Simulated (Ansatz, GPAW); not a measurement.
# Work function of a 9-layer slab of Ni(100) at several levels, part 3 of 4

Wanted: work functions and dipole of a 9-layer slab of Ni(100), with the cost of each level.

GPAW 26.7.0 and Ansatz 0.2.0; Ansatz plane waves; slab in vacuum with a dipole correction, relaxation (the session's first sound run).

So far, upper work function (eV): step 2 (relaxation, PBE) 4.90; step 3 (plane waves, PBE) 4.94; step 4 (self-consistent run: xc = "RPBE") 4.77; step 5 (self-consistent run: xc = "revPBE") 4.80.

**6. OptPBE vdW: xc = "optPBE-vdW"**

Level of this step: GPAW, PAW setups; slab in vacuum (GPAW).

The same geometry under optPBE-vdW, to see how far the functional moves the levels against the vacuum (the van der Waals functionals take revPBE setups).

Input file run.py:

```python
import json
import numpy as np
from ase import Atoms
from gpaw import GPAW, PW

slab = Atoms(
    ['Ni', 'Ni', 'Ni', 'Ni', 'Ni', 'Ni', 'Ni', 'Ni', 'Ni'],
    positions=[
        [0.00000, 0.00000, 8.00000],
        [1.24451, 1.24451, 9.76000],
        [0.00000, 0.00000, 11.52000],
        [1.24451, 1.24451, 13.28000],
        [0.00000, 0.00000, 15.04003],
        [1.24451, 1.24451, 16.79949],
        [-0.00000, 0.00000, 18.56064],
        [1.24451, 1.24451, 20.33500],
        [-0.00000, 0.00000, 22.02973]],
    cell=[[2.48902, 0.0, 0.0], [0.0, 2.48902, 0.0], [0.0, 0.0, 30.08]],
    pbc=[True, True, False],
    magmoms=[0.7, 0.7, 0.7, 0.7, 0.7, 0.7, 0.7, 0.7, 0.7])

slab.calc = GPAW(mode=PW(400), xc='optPBE-vdW', kpts={'size': (13, 13, 1), 'gamma': True},
                 occupations={'name': 'fermi-dirac', 'width': 0.1}, nbands='160%',
                 convergence={'density': 1e-05}, maxiter=200,
                 poissonsolver={'dipolelayer': 'xy'},
                 symmetry={'tolerance': 1e-3}, txt='slab.txt')
result = {}
energy = slab.get_potential_energy()
fermi = slab.calc.get_fermi_level()
v = slab.calc.get_electrostatic_potential().mean((0, 1)) - fermi
n = slab.calc.get_pseudo_density().mean((0, 1))
L = slab.cell[2, 2]
z = np.arange(len(v)) * L / len(v)
low, high = slab.positions[:, 2].min(), slab.positions[:, 2].max()
below, above = np.interp([low - 5.8, high + 5.8], z, v)
slopes = [np.interp(x, z, np.gradient(v, z)) for x in (low - 5.8, high + 5.8)]
eps = np.array([[slab.calc.get_eigenvalues(k, s) for k in range(len(slab.calc.get_ibz_k_points()))]
                for s in range(slab.calc.get_number_of_spins())]) - fermi
top, bottom = eps[eps < 0].max(), eps[eps > 0].min()
dipole = slab.get_dipole_moment()[2]
print(f'energy {energy:.4f} eV, Fermi level {fermi:.4f} eV, dipole {dipole:.5f} e A')
print(f'potential 5.8 A off the faces, from the Fermi level: lower {below:.4f} eV, upper {above:.4f} eV')
print(f'slope of the potential there: lower {slopes[0]:.5f}, upper {slopes[1]:.5f} eV/A')
print(f'nearest levels on the mesh: {top:.4f} and {bottom:.4f} eV')
print('magnetic moment', round(slab.get_magnetic_moment(), 3))
result.update(energy=energy, fermi=fermi, dipole=dipole, below=below, above=above, slopes=slopes, edges=[top, bottom],
              z=z.tolist(), v=v.tolist(), n=n.tolist(), positions=slab.positions.tolist(),
              forces=slab.get_forces(apply_constraint=False).tolist(), moments=slab.get_magnetic_moments().tolist())
json.dump(result, open('result.json', 'w'))
```

Started as:

```
OMP_NUM_THREADS=1 OPENBLAS_NUM_THREADS=1 python run.py
```

What it wrote:

```text
energy -155.2639 eV, Fermi level 2.1217 eV, dipole 0.00010 e A
potential 5.8 A off the faces, from the Fermi level: lower 5.1052 eV, upper 5.1044 eV
slope of the potential there: lower -0.00008, upper 0.00011 eV/A
nearest levels on the mesh: -0.0052 and 0.0019 eV
magnetic moment 5.729
```

Run time: 32 min. Hardware: 1 thread of AMD EPYC 7R13 (Zen 3), shared host; peak memory 0.71 GiB.

Numbers from this step:

* dipole along the normal: 1.04e-4 e·Å
* levels nearest the Fermi level on the mesh: -0.005211, 0.001910 eV from the Fermi level
* upper work function: 5.104 eV
* lower work function: 5.105 eV
* sum of the site moments: 6.039 μB

The electrostatic potential energy of an electron (without an applied field's), less the Fermi level, planar mean oscillates, so the rows of the table below give means over windows of 1.72 Å about each position, cut where the curve ends. Its maxima inside the range that stand out by 2 % of the span (Å: eV): 8.9: -2.20, 10.6: -2.28, 12.4: -2.33, 14.2: -2.28, 15.9: -2.29, 17.7: -2.31, 19.4: -2.14, 21.2: -2.88. Its minima: 7.9: -15.5, 9.8: -15.8, 11.5: -15.8, 13.3: -15.7, 15.0: -15.8, 16.8: -15.7, 18.6: -15.8, 20.3: -15.8, 22.0: -15.7.

Table of electrostatic potential energy of an electron (without an applied field's), less the Fermi level, planar mean by z; means over each step:

```
z (Å)  electrostatic potential energy of an electron (without an applied field's), less the Fermi level, planar mean (eV)
 0.86                                                                                                                5.11
 2.58                                                                                                                5.11
 4.30                                                                                                                5.10
 6.02                                                                                                                4.54
 7.74                                                                                                               -7.43
 9.46                                                                                                               -8.56
11.18                                                                                                               -8.58
12.90                                                                                                               -8.55
14.62                                                                                                               -8.53
16.34                                                                                                               -8.51
18.06                                                                                                               -8.47
19.78                                                                                                               -8.39
21.50                                                                                                               -8.86
23.22                                                                                                                1.20
24.94                                                                                                                5.04
26.66                                                                                                                5.10
28.38                                                                                                                5.10
```

The upper face's work function is 5.104 eV, against 4.940 eV in the first plane-wave PBE run at this geometry.

**7. Self-consistent run: xc = "vdW-DF2"**

The same geometry under vdW-DF2, to see how far the functional moves the levels against the vacuum (the van der Waals functionals take revPBE setups).

Edit run.py of step 6 so:

```diff
@@ -21,3 +21,3 @@
 
-slab.calc = GPAW(mode=PW(400), xc='optPBE-vdW', kpts={'size': (13, 13, 1), 'gamma': True},
+slab.calc = GPAW(mode=PW(400), xc='vdW-DF2', kpts={'size': (13, 13, 1), 'gamma': True},
                  occupations={'name': 'fermi-dirac', 'width': 0.1}, nbands='160%',
```

What it wrote:

```text
energy -545.9425 eV, Fermi level 2.0784 eV, dipole 0.00013 e A
potential 5.8 A off the faces, from the Fermi level: lower 5.2923 eV, upper 5.2910 eV
slope of the potential there: lower -0.00004, upper 0.00013 eV/A
nearest levels on the mesh: -0.0002 and 0.0003 eV
magnetic moment 5.559
```

Wall time 36 min (1 thread); peak memory 0.71 GiB.

Numbers from this step:

```yaml
dipole_along_the_normal: 1.25e-4 e·Å
levels_nearest_the_fermi_level_on_the_mesh: -2.08e-4, 3.00e-4 eV from the Fermi level
upper_work_function: 5.291 eV
lower_work_function: 5.292 eV
sum_of_the_site_moments: 5.879 μB
```

The upper face's work function is 5.291 eV, against 4.940 eV in the first plane-wave PBE run at this geometry.

**8. Self-consistent run: xc = "LDA"**

The same geometry under LDA, to see how far the functional moves the levels against the vacuum.

Edit run.py of step 7 so:

```diff
@@ -21,3 +21,3 @@
 
-slab.calc = GPAW(mode=PW(400), xc='vdW-DF2', kpts={'size': (13, 13, 1), 'gamma': True},
+slab.calc = GPAW(mode=PW(400), xc='LDA', kpts={'size': (13, 13, 1), 'gamma': True},
                  occupations={'name': 'fermi-dirac', 'width': 0.1}, nbands='160%',
```

What it wrote:

```text
energy -72.9408 eV, Fermi level 1.7891 eV, dipole 0.00018 e A
potential 5.8 A off the faces, from the Fermi level: lower 5.2949 eV, upper 5.2921 eV
slope of the potential there: lower 0.00003, upper 0.00000 eV/A
nearest levels on the mesh: -0.0019 and 0.0019 eV
magnetic moment 5.759
```

It took 29 min on 1 thread; peak memory 0.59 GiB.

Numbers from this step:

| Property | Result |
| --- | --- |
| dipole along the normal | 1.76e-4 e·Å |
| levels nearest the Fermi level on the mesh | -0.001937, 0.001870 eV from the Fermi level |
| upper work function | 5.292 eV |
| lower work function | 5.295 eV |
| sum of the site moments | 6.001 μB |

The electrostatic potential energy of an electron (without an applied field's), less the Fermi level, planar mean oscillates, so the rows of the table below give means over windows of 1.72 Å about each position, cut where the curve ends. Its maxima inside the range that stand out by 2 % of the span (Å: eV): 8.9: -1.65, 10.6: -1.73, 12.4: -1.78, 14.2: -1.73, 15.9: -1.74, 17.7: -1.77, 19.4: -1.59, 21.2: -2.33. Its minima: 7.9: -15.2, 9.8: -15.5, 11.5: -15.4, 13.3: -15.4, 15.0: -15.5, 16.8: -15.4, 18.6: -15.4, 20.3: -15.5, 22.0: -15.4.

Table of electrostatic potential energy of an electron (without an applied field's), less the Fermi level, planar mean by z; means over each step:

```
z (Å)  electrostatic potential energy of an electron (without an applied field's), less the Fermi level, planar mean (eV)
 0.86                                                                                                                5.29
 2.58                                                                                                                5.29
 4.30                                                                                                                5.29
 6.02                                                                                                                4.79
 7.74                                                                                                               -7.06
 9.46                                                                                                               -8.11
11.18                                                                                                               -8.13
12.90                                                                                                               -8.10
14.62                                                                                                               -8.08
16.34                                                                                                               -8.06
18.06                                                                                                               -8.02
19.78                                                                                                               -7.93
21.50                                                                                                               -8.42
23.22                                                                                                                1.52
24.94                                                                                                                5.25
26.66                                                                                                                5.29
28.38                                                                                                                5.29
```

The upper face's work function is 5.292 eV, against 4.940 eV in the first plane-wave PBE run at this geometry.

**9. The ladder**

Times are for 1 thread of AMD EPYC 7R13 (Zen 3), shared host. Results by setting:

```
no.         run  upper work function (eV)  lower work function (eV)    time  memory (GiB)
  1          pw                     4.940                     4.943  30 min          0.59
  2        RPBE                     4.774                     4.776  29 min          0.59
  3      revPBE                     4.797                     4.799  35 min          0.59
  4  optPBE vdW                     5.104                     5.105  32 min          0.71
  5     vdW DF2                     5.291                     5.292  36 min          0.71
  6         LDA                     5.292                     5.295  29 min          0.59
```

**10. Real-space grid**

A real-space grid is a second complete basis, so it checks the plane-wave result.

Edit run.py of step 8 so:

```diff
@@ -3,3 +3,3 @@
 from ase import Atoms
-from gpaw import GPAW, PW
+from gpaw import GPAW
 
@@ -21,3 +21,3 @@
 
-slab.calc = GPAW(mode=PW(400), xc='LDA', kpts={'size': (13, 13, 1), 'gamma': True},
+slab.calc = GPAW(mode='fd', h=0.18, xc='PBE', kpts={'size': (13, 13, 1), 'gamma': True},
                  occupations={'name': 'fermi-dirac', 'width': 0.1}, nbands='160%',
```

What it wrote:

```text

```

Wall time 2.7 h (1 thread); peak memory 3 GiB.

The run was cut off at its time limit.

[end of part 3 of 4]

[Logs are printed without paths, hosts, clocks, repeated set-up lines and the standing remarks that a program may print on its own settings, such as how far it seeks lower states.]

[Hosts, paths, dates, database ids (printed as entryN), source tags and the programs' standing remarks are cut or masked in the printed files.]
